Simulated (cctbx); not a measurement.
**Reading a Patterson map**

Space group Fd-3m (no. 227, origin choice 1), a = 10.7010 Å, b = 10.7010 Å, c = 10.7010 Å, α = 90.00°, β = 90.00°, γ = 90.00°, content Re64 Co32 B16.

Simulated single-crystal data (cctbx): Mo Kα, λ = 0.71073 Å, to d = 0.75 Å, 70 % of the full sphere, strongest reflection 5000 counts, noise from counting, a 2 % proportional error and a noise floor of 15 counts (s.d.); no absorption.

Patterson synthesis, origin scaled to 1000:

```text
Patterson group F m -3 m
      u       v       w   height  length (A)
  0.000   0.000   0.000   1000.0     0.00
  0.250   0.250   0.250    353.8     4.63
  0.000   0.187   0.187    254.6     2.83
  0.059   0.059   0.243    130.5     2.75
  0.000   0.250   0.250    106.1     3.78
  0.068   0.119   0.381    105.0     4.33
  0.000   0.000   0.381    102.5     4.08
  0.122   0.122   0.187    100.8     2.72
  0.098   0.098   0.402     99.5     4.55
  0.158   0.158   0.342     58.1     4.37
  0.134   0.250   0.250     50.4     4.05
  0.196   0.196   0.196     26.8     3.64
  0.000   0.000   0.104      9.8     1.12
  0.000   0.000   0.189      6.4     2.02
```

**Question.** Which atom pairs make the peaks, and where is the heaviest atom?

A peak at u stands for all pairs with xi − xj = u, with weight Σ ZiZj against Σ Z² = 383728 at the origin. Peak heights follow these weights only roughly, since form factors, motion and series ripples differ, all vectors within 0.55 Å of a peak are counted as merged into it though the farther ones add only part of their weight, and F(000) is left out, which lowers the whole map:

| u | v | w | shortest length (Å) | height | 1000 ΣZiZj/ΣZ² | pairs in the cell |
| --- | --- | --- | --- | --- | --- | --- |
| 0.250 | 0.250 | 0.250 | 4.63 | 354 | 352 | 24 × Re–Re |
| 0.000 | 0.187 | 0.187 | 2.83 | 255 | 334 | 16 × Re–Re, 16 × Re–Co, 8 × Co–Co |
| 0.059 | 0.059 | 0.243 | 2.75 | 130 | 202 | 8 × Re–Re, 16 × Re–Co |
| 0.000 | 0.250 | 0.250 | 3.78 | 106 | 133 | 8 × Re–Re, 16 × Re–B, 8 × B–B |
| 0.068 | 0.119 | 0.381 | 4.33 | 105 | 209 | 8 × Re–Re, 16 × Re–Co, 4 × Co–Co |
| 0.000 | 0.000 | 0.381 | 4.08 | 102 | 117 | 8 × Re–Re |
| 0.122 | 0.122 | 0.187 | 2.72 | 101 | 117 | 8 × Re–Re |
| 0.098 | 0.098 | 0.402 | 4.55 | 100 | 486 | 24 × Re–Re, 24 × Re–Co, 4 × Co–Co |
| 0.158 | 0.158 | 0.342 | 4.37 | 58 | 127 | 24 × Re–Co |
| 0.134 | 0.250 | 0.250 | 4.05 | 50 | 74 | 4 × Re–Re, 8 × Co–Co |

The table stops at ten peaks or at a height of 45, below which ripples compete. In the model behind the data Re, the heaviest element, has 2 independent sites: (1/4, 3/4, 0.0595) and (1/8, 1/8, 1/8), up to an allowed shift of origin; the Re–Re vectors are differences of these positions and their symmetry mates. The whole model:

```
atom  mult.       x       y       z  Ueq (Å²)
 Re1     48     1/4     3/4  0.0595    0.0060
 Re2     16     1/8     1/8     1/8    0.0056
 Co1     32  0.1692  0.3308  0.1692    0.0103
  B1     16     1/8     5/8     1/8    0.0176
```

The model is made up (kin elements in a known structure type, no relaxation), so it says nothing on whether the phase exists.

[Logs are printed without paths, hosts, clocks, repeated set-up lines and the standing remarks that a program may print on its own settings, such as how far it seeks lower states.]
